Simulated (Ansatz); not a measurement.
# BiSb (model cell, started as wurtzite): from the cell to its phonons, part 2 of 2

How does BiSb (model cell, started as wurtzite) vibrate, and is this structure a minimum?

Ansatz 0.2.0; DFT PBEsol, scalar-relativistic, plane waves, PAW.

So far: Set-up; Bringing the structure to rest. The relaxed cell has a = 5.294, c = 6.594 Å (conventional setting).

The structure was built from a prototype and need not be the compound's stable phase.

## (3) Relaxing to small forces for the phonons

Phonons need a cell at rest on their own settings, so the relaxation is repeated with tight tolerances on forces and stress on the k mesh and occupations of the first response run.

The input, input.yaml:

```yaml
crystal:
  lattice:
    - [5.294339226, 0.0, 0.0]
    - [-2.647169613, 4.585032266, 0.0]
    - [0.0, 0.0, 6.5938733262]
  atoms:
    - { symbol: Sb, position: [0.3333333333, 0.6666666667, -0.0371600108] }
    - { symbol: Sb, position: [0.6666666667, 0.3333333333, 0.4628399892] }
    - { symbol: Bi, position: [0.3333333333, 0.6666666667, 0.4121600108] }
    - { symbol: Bi, position: [0.6666666667, 0.3333333333, 0.9121600108] }
kpoints:
  mp_grid: { grid: [10, 10, 6] }
hamiltonian:
  xc: pbesol
scf:
  occupations: { method: methfessel_paxton, width: 0.15 }
output:
  forces: true
  stress: true
  eigenvalues: true
relax:
  adjacent_minimum: "off"
  f_tol: 0.001
  max_steps: 60
  cell: { stress_tol: 0.01 }
```

The run is started by

```bash
> ansatz run input.yaml --threads 4 --pin off --max-ram 7168MiB --backend cpu --events-out ev --progress --plain --runs-dir out
```

Numbers of over 12 decimals in the logs are rounded to 6 here.

Log:

```text
[...]
Crystal: 4 atoms, lattice volume = 160.064 Å³
Basis set: ecut = 420 eV, 3089 PW (Γ), exchange–correlation on 72×72×90 points (8 copies of the dense FFT grid, shifted against one another)
Bands: 36, of which v1, the nominal top of the filled ones, is band 30 counted from 1 (29 counted from 0)
Symmetry: 12 space group operations
[...]
k-points: 56 of 600 (time reversal used)
[...]
--- Relaxed structure (4 steps of the walk, 4 accepted, 1 SCFs on fresh bases) ---
[...]
cell:  # Å, volume = 160.4354 Å³
    - [5.297310, 0.0, 0.0]
    - [-2.648655, 4.587605, 0]
    - [0.0, 0, 6.601745]
  atoms:
    - { symbol: Sb, position: [0.333333, 0.666667, -0.036822] }
    - { symbol: Sb, position: [0.666667, 0.333333, 0.463178] }
    - { symbol: Bi, position: [0.333333, 0.666667, 0.411822] }
    - { symbol: Bi, position: [0.666667, 0.333333, 0.911822] }
[key lines of the parts left out:]
SCF converged after 6 iterations
Free energy (F): -37299.524656 eV
Fermi energy:    7.443441 eV
P = ⅓ Tr σ = 0.0001 GPa (0.001 kbar)
```

Wall time 38 s (4 threads of Arm Neoverse V2, shared host); peak memory 0.61 GiB.

Step by step:

| step | energy less that of the first step (eV) | largest force component (eV/Å) | pressure (GPa) | volume (Å³) |
| --- | --- | --- | --- | --- |
| 1 | 0.0000 | 0.0051 | 0.06 | 160.06 |
| 2 | 0.0000 | 0.0017 | -0.03 | 160.49 |
| 3 | 0.0000 | 0.0016 | 0.00 | 160.39 |
| 4 | 0.0000 | 0.0001 | 0.00 | 160.44 |
| 5* | -0.0001 | 0.0001 | 0.00 | 160.44 |

Relaxation steps marked * repeat the geometry before them on a plane-wave basis chosen anew for their cell, so energy and pressure can jump there.

The run keeps the 12 symmetry operations that it works with, so distortions that break them were not tested.

| conventional cell, symmetrised | before | after | change |
| --- | --- | --- | --- |
| a (Å) | 5.294 | 5.297 | +0.1 % |
| b (Å) | 5.294 | 5.297 | +0.1 % |
| c (Å) | 6.594 | 6.602 | +0.1 % |
| volume (Å³/atom) | 40.02 | 40.11 | +0.2 % |

Final coordinates:

```xyz
4
Lattice="5.2973 0.0000 0.0000 -2.6487 4.5876 0.0000 0.0000 0.0000 6.6017" Properties=species:S:1:pos:R:3 pbc="T T T"
Sb    0.0000    3.0584   -0.2431
Sb    2.6487    1.5292    3.0578
Bi    0.0000    3.0584    2.7187
Bi    2.6487    1.5292    6.0196
```

This step gave:

- pressure: 1.10e-4 GPa
- volume per atom: 40.11 Å³

The largest force component left is 0.074 meV/Å and the pressure is 0.000 GPa, within the tolerances set. The cell now holds 40.11 Å³/atom.

## (4) Linear response at the zone centre

The zone centre comes first: it holds the modes that light can see, as far as symmetry allows. No field response is asked, since the mesh shows no gap.

input.yaml, the sections that differ from step 3:

```yaml
crystal:
  lattice:
    - [5.2973098133, 0.0, 0.0]
    - [-2.6486549066, 4.58760487, 0.0]
    - [0.0, 0.0, 6.6017445695]
  atoms:
    - { symbol: Sb, position: [0.3333333333, 0.6666666667, -0.0368223212] }
    - { symbol: Sb, position: [0.6666666667, 0.3333333333, 0.4631776788] }
    - { symbol: Bi, position: [0.3333333333, 0.6666666667, 0.4118223212] }
    - { symbol: Bi, position: [0.6666666667, 0.3333333333, 0.9118223212] }
output:
  eigenvalues: true
phonons:
  method: dfpt
# kpoints, hamiltonian, scf: as in step 3
# relax: removed
```

Log:

```text
[...]
Crystal: 4 atoms, lattice volume = 160.435 Å³
Basis set: ecut = 420 eV, 3089 PW (Γ), exchange–correlation on 72×72×96 points (8 copies of the dense FFT grid, shifted against one another)
Bands: 36, of which v1, the nominal top of the filled ones, is band 30 counted from 1 (29 counted from 0)
Symmetry: 12 space group operations
k-points: 172 of 600 (irreducible under 2 space group operations, time reversal used)
[...]
SCF iter   1: F=—  HF=-37299.527348 eV  |F-HF|=—  |Δ(HF+E_count)|=         —  Δρ=2.18e-3  dr2=5.56e-3  ethr=1.77e-3  ⟨swp⟩=6.4  Hψ=25699  notcnv=0
[...]
SCF iter   9: F=-37299.524656 eV  HF=-37299.524656 eV  |F-HF|=2.91e-11  |Δ(HF+E_count)|=  2.33e-10  S|Δr|=    0.00e0  Δρ=5.50e-8  dr2=4.51e-12  ethr=1.00e-12  ⟨swp⟩=8.2  Hψ=35648  notcnv=0
SCF 1 converged in 9 iterations: F = -37299.524656 eV  dr2 = 4.51e-12
[...]
DFPT response loops at Γ: preconditioner auto → Kerker (q_TF=auto, 2.316 Å⁻¹) (partly filled bands, converged f_vac=0.137); β = 1.00, the filter's whole step (`scf.mixing.beta` (0.50) is not read by the response loops under this deck's `scf.mixing.preconditioner`; to damp them name `kerker` or `kerker_dos`, under which they read `scf.mixing.beta`, and type it under 1.00, their step now; both keys bind the ground state too); Broyden in place of MSR1
SCF converged after 9 iterations
[...]
Free energy (F): -37299.524656 eV
[...]
Internal energy: -37299.526342 eV  (E = F + TS)
E sigma→0 (E₀):  -37299.525078 eV
Entropy (-TS):   0.001686 eV (0.422 meV/atom)
Fermi energy:    7.443440 eV
Step filling:    the computed levels leave a gap of 0.0000 eV = 0.0 smearing widths at the electron count; against every level under it full and every level over it empty, smearing changes F+E_penalty+E_count by +0.319 meV and its σ→0 estimate by -0.103 meV
[...]
--- Band table (eV; the first three rows and the last of 172) ---
  k-point 0: bands = [... 26 lower, 3.9656, 5.6446, 5.6446, 5.6499, 7.4079, 7.4079, 9.4770, 9.4770, ... 2 higher]
  k-point 1: bands = [... 26 lower, 4.0476, 5.4750, 5.4750, 6.0357, 7.5249, 7.5249, 9.1112, 9.2607, ... 2 higher]
  k-point 2: bands = [... 26 lower, 4.2851, 5.0840, 5.0840, 6.4917, 7.8292, 7.8292, 8.0895, 8.7801, ... 2 higher]
  k-point 171: bands = [... 26 lower, 4.4527, 4.5371, 5.9560, 7.2250, 7.9633, 9.3376, 9.7702, 9.9953, ... 2 higher]
--- Phonons (Γ-DFPT): 4 representative perturbations + reference, on 172 of 600 k-points (Σ response iterations 12) ---
  k mesh reduced under 2 symmetry operations, with k and −k counted as one. Each operation leaves every solved perturbation unchanged. A smaller set is not used because it would not reduce the number of displacements times k-points to solve
  ASR residual: 7.256e-5 → 0.000e0 eV/Å²; symmetrization residual: 3.519e-5 eV/Å²
  ASR residual per site (eV/Å²): 8.97e-6 8.97e-6 7.26e-5 7.26e-5
  Γ frequencies (cm⁻¹): -10.39 -10.39 0.00 0.00 0.00 59.32 93.75 93.75 117.66 125.45 125.45 137.18
  non-analytic LO–TO correction: not included (Born effective charges unavailable; polar crystals: no LO–TO splitting at Γ)
```

The job ended after 2.3 min (4 threads; peak memory 3.3 GiB; 9 min of CPU time).

The column dr2 measures how far the density is from self-consistency, as an energy; F and HF (Harris–Foulkes) agree once it is small.

Numbers from this step:

* sum-rule residual before enforcement: 7.26e-5 eV/Å²
* point group: 6mm
* highest optical mode at the zone centre (no LO-TO term): 137.2 cm⁻¹
* lowest optical zone-centre mode: -10.39 cm⁻¹

Patterns of degenerate modes are one choice out of their space. Modes at Γ, with each element's share of the kinetic energy (negative means imaginary):

| mode | frequency (cm⁻¹) | symmetry | Sb % | Bi % |
| --- | --- | --- | --- | --- |
| 1 | -10.4 | E2 | 39 | 61 |
| 2 | -10.4 | E2 | 39 | 61 |
| 3 | 0.0 | acoustic | 37 | 63 |
| 4 | 0.0 | acoustic | 37 | 63 |
| 5 | 0.0 | acoustic | 37 | 63 |
| 6 | 59.3 | B1 | 33 | 67 |
| 7 | 93.8 | E2 | 61 | 39 |
| 8 | 93.8 | E2 | 61 | 39 |
| 9 | 117.7 | A1 | 63 | 37 |
| 10 | 125.5 | E1 | 63 | 37 |
| 11 | 125.5 | E1 | 63 | 37 |
| 12 | 137.2 | B1 | 67 | 33 |

Displacements in mode 6 (59.3 cm⁻¹), the largest set to 1:
```
Sb1  0.00  0.00  0.93
Sb2  0.00  0.00 -0.93
Bi3  0.00  0.00  1.00
Bi4  0.00  0.00 -1.00
```

Displacements in mode 9 (117.7 cm⁻¹), the largest set to 1:
```
Sb1  0.00  0.00  1.00
Sb2  0.00  0.00  1.00
Bi3  0.00  0.00 -0.58
Bi4  0.00  0.00 -0.58
```

Before it was imposed, the acoustic sum rule was missed by 7.3e-5 eV/Å². Small misses are needed for a sound result but don't prove that mesh and cutoff are converged. The lowest optical mode is imaginary, 10.4i cm⁻¹, so the energy falls along it.

## (5) Response at finite wavevector

The mesh has a single point along some directions, so zone-edge points there are not solved. Linear response on a 2×2×1 q mesh gives force constants as far as a supercell of that size would.

Changes to input.yaml since step 4:

```diff
@@ -20 +20,9 @@
   method: dfpt
+  qmesh: [2, 2, 1]
+  temperatures: { t_max: 1000, t_step: 50 }
+  qpath:
+    path:
+      - [[0.0, 0.0, 0.0], [0.5, 0.0, 0.0], [0.33333333, 0.33333333, 0.0], [0.0, 0.0, 0.0], [0.0, 0.0, 0.5], [0.5, 0.0, 0.5], [0.33333333, 0.33333333, 0.5], [0.0, 0.0, 0.5]]
+      - [[0.5, 0.0, 0.5], [0.5, 0.0, 0.0]]
+      - [[0.33333333, 0.33333333, 0.5], [0.33333333, 0.33333333, 0.0]]
+    npoints: 10
```

Log:

```text
[...]
Crystal: 4 atoms, lattice volume = 160.435 Å³
Basis set: ecut = 420 eV, 3089 PW (Γ), exchange–correlation on 72×72×96 points (8 copies of the dense FFT grid, shifted against one another)
Bands: 36, of which v1, the nominal top of the filled ones, is band 30 counted from 1 (29 counted from 0)
Symmetry: 12 space group operations
k-points: 56 of 600 (time reversal used)
[...]
SCF iter   1: F=—  HF=-37299.527363 eV  |F-HF|=—  |Δ(HF+E_count)|=         —  Δρ=2.17e-3  dr2=5.54e-3  ethr=1.77e-3  ⟨swp⟩=6.4  Hψ=8391  notcnv=0
[...]
SCF iter   9: F=-37299.524656 eV  HF=-37299.524656 eV  |F-HF|=4.37e-11  |Δ(HF+E_count)|=  2.11e-10  S|Δr|=    0.00e0  Δρ=5.67e-8  dr2=4.70e-12  ethr=1.00e-12  ⟨swp⟩=7.7  Hψ=11532  notcnv=0
SCF 1 converged in 9 iterations: F = -37299.524656 eV  dr2 = 4.70e-12
[...]
phonons: the bands overlap, so this run is a metal and interpolates without the dipole-dipole term. If the crystal is really an insulator or semiconductor, its LO-TO splitting is missing
NSCF: frozen V_eff on 56 k-points
[...]
DFPT response loops at q = (0, 0, 0) (fractional): preconditioner auto → Kerker (q_TF=auto, 2.316 Å⁻¹) (partly filled bands, converged f_vac=0.137); β = 1.00, the filter's whole step (`scf.mixing.beta` (0.50) is not read by the response loops under this deck's `scf.mixing.preconditioner`; to damp them name `kerker` or `kerker_dos`, under which they read `scf.mixing.beta`, and type it under 1.00, their step now; both keys bind the ground state too); Broyden in place of MSR1
[...]
SCF converged after 9 iterations
[...]
Free energy (F): -37299.524656 eV
[...]
Internal energy: -37299.526342 eV  (E = F + TS)
E sigma→0 (E₀):  -37299.525078 eV
Entropy (-TS):   0.001686 eV (0.422 meV/atom)
Fermi energy:    7.443440 eV
[...]
--- Band table (eV; the first three rows and the last of 56) ---
  k-point 0: bands = [... 26 lower, 3.9656, 5.6446, 5.6446, 5.6499, 7.4079, 7.4079, 9.4770, 9.4770, ... 2 higher]
  k-point 1: bands = [... 26 lower, 4.0476, 5.4750, 5.4750, 6.0357, 7.5249, 7.5249, 9.1112, 9.2607, ... 2 higher]
  k-point 2: bands = [... 26 lower, 4.2851, 5.0840, 5.0840, 6.4917, 7.8292, 7.8292, 8.0895, 8.7801, ... 2 higher]
  k-point 55: bands = [... 26 lower, 5.7800, 5.7800, 6.9329, 6.9329, 7.7892, 7.7892, 8.3978, 8.3978, ... 2 higher]
--- Phonons (Γ-DFPT): 4 representative perturbations + reference (Σ response iterations 12) ---
  ASR residual: 8.884e-5 → 0.000e0 eV/Å²; symmetrization residual: 3.229e-5 eV/Å²
  ASR residual per site (eV/Å²): 3.26e-5 3.26e-5 8.88e-5 8.88e-5
[...]
--- Phonons (arbitrary-q DFPT): 2 irreducible q on the 2×2×1 mesh ---
  q = [0.0000, 0.0000, 0.0000] (star 1, of the zone-centre solve; hermiticity 1.22e-5, symmetrization 1.24e-10): -10.39 -10.39 -0.00 0.00 0.00 59.32 93.75 93.75 117.66 125.45 125.45 137.18
  q = [0.0000, -0.5000, 0.0000] (star 3, 6 solved perturbations on 172 of 600 k-point pairs; hermiticity 7.18e-5, symmetrization 1.57e-5): -7.29 20.35 33.65 48.40 73.63 74.46 91.61 91.72 101.21 106.07 124.23 130.29
  sum rule: each row above includes the acoustic sum rule's correction from the zone centre's row sums; it moved no ω² by more than (0.34 cm⁻¹)²
  mesh force constants: q→R imaginary residual 9.03e-18; ASR residual 8.884e-5 → 0.000e0 eV/Å²; symmetrization residual 3.553e-15 eV/Å²
  interpolated dispersion: 93 rows × 12 modes
  density of states and harmonic sums: on the 14×14×10 q-mesh, interpolated from the force constants of a 2×2×1 supercell (no non-analytic term)
  largest difference from the sums on the solved wave vectors: F 4.98e-1 eV, S 6.37e-4 and C_V 1.39e-4 eV/K
  zero-point energy: 0.055340 eV/cell   skipped modes (ω ≤ 0): 88, of them read as no rigid motion or as one in doubt: 85 (3.852e-1 modes/cell left out, lowest -16.70 cm⁻¹)   left out of the sums: 3.22e-2 of the cell's modes: C_V's classical limit lies that fraction below 3 k_B per atom; for a crystal, a wire or a layer, F and S can be off by more, and a phonons.interpolated_qmesh denser along its periods is the remedy for the sampling
```

The job ended after 4.5 min (4 threads; peak memory 2.7 GiB).

Numbers from this step:

| Item | Value |
| --- | --- |
| sum-rule residual before enforcement | 8.88e-5 eV/Å² |
| lowest mode on the q mesh (acoustic modes at Γ apart) | -10.39 cm⁻¹ |
| highest frequency at a solved wavevector (no LO-TO term at Γ) | 137.2 cm⁻¹ |

Frequencies (cm⁻¹) solved at each irreducible wavevector; negative means imaginary. Frequencies by wavevector, by row:

| q in reciprocal lattice units | star | mode 1 | mode 2 | mode 3 | mode 4 | mode 10 | mode 11 | mode 12 |
| --- | --- | --- | --- | --- | --- | --- | --- | --- |
| 0 0 0 | 1 | -10.4 | -10.4 | 0 | 0 | 125.5 | 125.5 | 137.2 |
| 0 -0.5 0 | 3 | -7.3 | 20.4 | 33.6 | 48.4 | 106.1 | 124.2 | 130.3 |

Symmetry leaves 2 wavevectors to solve. The lowest mode among them, the acoustic zeros apart, lies at Γ and is imaginary, 10.4i cm⁻¹, so the energy falls along it.

## (6) Isotope substitution

An isotope changes the mass and not the force constants, so no new electronic calculation is needed; the shifts show which modes move this element.

The same force constants with the mass of Sb changed from 121.760 to 122.904 u (phonopy, no LO-TO term). Both lists are sorted by frequency; levels can cross, so a row need not hold one and the same mode. Modes under 3 cm⁻¹ are left out. Isotope shifts, by row:

| q | rank | natural mass (cm⁻¹) | changed mass (cm⁻¹) |
| --- | --- | --- | --- |
| 0 0 0 | 1 | -10.39 | -10.37 |
| 0 0 0 | 2 | -10.39 | -10.37 |
| 0 0 0 | 6 | 59.32 | 59.22 |
| 0 0 0 | 7 | 93.75 | 93.48 |
| 0 0 0 | 8 | 93.75 | 93.48 |
| 0 0 0 | 9 | 117.7 | 117.3 |
| 0 0 0 | 10 | 125.5 | 125.1 |
| 0 0 0 | 11 | 125.5 | 125.1 |
| 0 0 0 | 12 | 137.2 | 136.8 |
| 0 -0.5 0 | 1 | -7.29 | -7.27 |
| 0 -0.5 0 | 2 | 20.35 | 20.31 |
| 0 -0.5 0 | 3 | 33.65 | 33.59 |
| 0 -0.5 0 | 4 | 48.4 | 48.32 |
| 0 -0.5 0 | 5 | 73.63 | 73.59 |
| 0 -0.5 0 | 6 | 74.46 | 74.4 |
| 0 -0.5 0 | 7 | 91.61 | 91.36 |
| 0 -0.5 0 | 8 | 91.72 | 91.48 |
| 0 -0.5 0 | 9 | 101.2 | 100.8 |
| 0 -0.5 0 | 10 | 106.1 | 105.7 |
| 0 -0.5 0 | 11 | 124.2 | 123.8 |
| 0 -0.5 0 | 12 | 130.3 | 129.9 |

A mode of this element alone would shift by -0.47 %. The highest zone-centre frequency without the field goes from 137.2 to 136.8 cm⁻¹ (-0.3 %).

## (7) Summary of results

| Quantity | Value |
| --- | --- |
| space group after relaxation (within 0.01 Å) | P6_3mc |
| volume per atom | 40.1 Å³ |
| electronic character | no gap on this mesh |
| highest optical mode at the zone centre (no LO-TO term) | 137 cm⁻¹ |
| lowest optical zone-centre mode | -10.4 cm⁻¹ |
| lowest mode on the q mesh (acoustic modes at Γ apart) | -10.4 cm⁻¹ |
| imaginary modes on the 2×2×1 q mesh | yes |

**Reading.** Modes are clearly imaginary (beyond 10i cm⁻¹) at 1 of the 2 irreducible wavevectors, most at Γ (10.4i cm⁻¹), so this structure is not a minimum of the energy. The optical modes at Γ span -10 to 137 cm⁻¹ (negative means imaginary). The highest mode in this list at Γ, 137.2 cm⁻¹, has its largest share on Sb (67 % of the kinetic energy). The q mesh is too sparse to interpolate, so only the solved wavevectors are given. With no gap, or one that is small against the smearing, the frequencies hang on the k mesh and the smearing, most of all near Kohn anomalies. Spin-orbit coupling is left out, which can matter for the heavy elements here. The starting cell was built on a prototype and not taken from a measurement, so the phase need not exist. These are harmonic frequencies at zero temperature: anharmonic shifts, linewidths and thermal expansion are left out.

[Logs are printed without paths, hosts, clocks, repeated set-up lines and the standing remarks that a program may print on its own settings, such as how far it seeks lower states.]

[Hosts, paths, dates, database ids (printed as entryN), source tags and the programs' standing remarks are cut or masked in the printed files.]
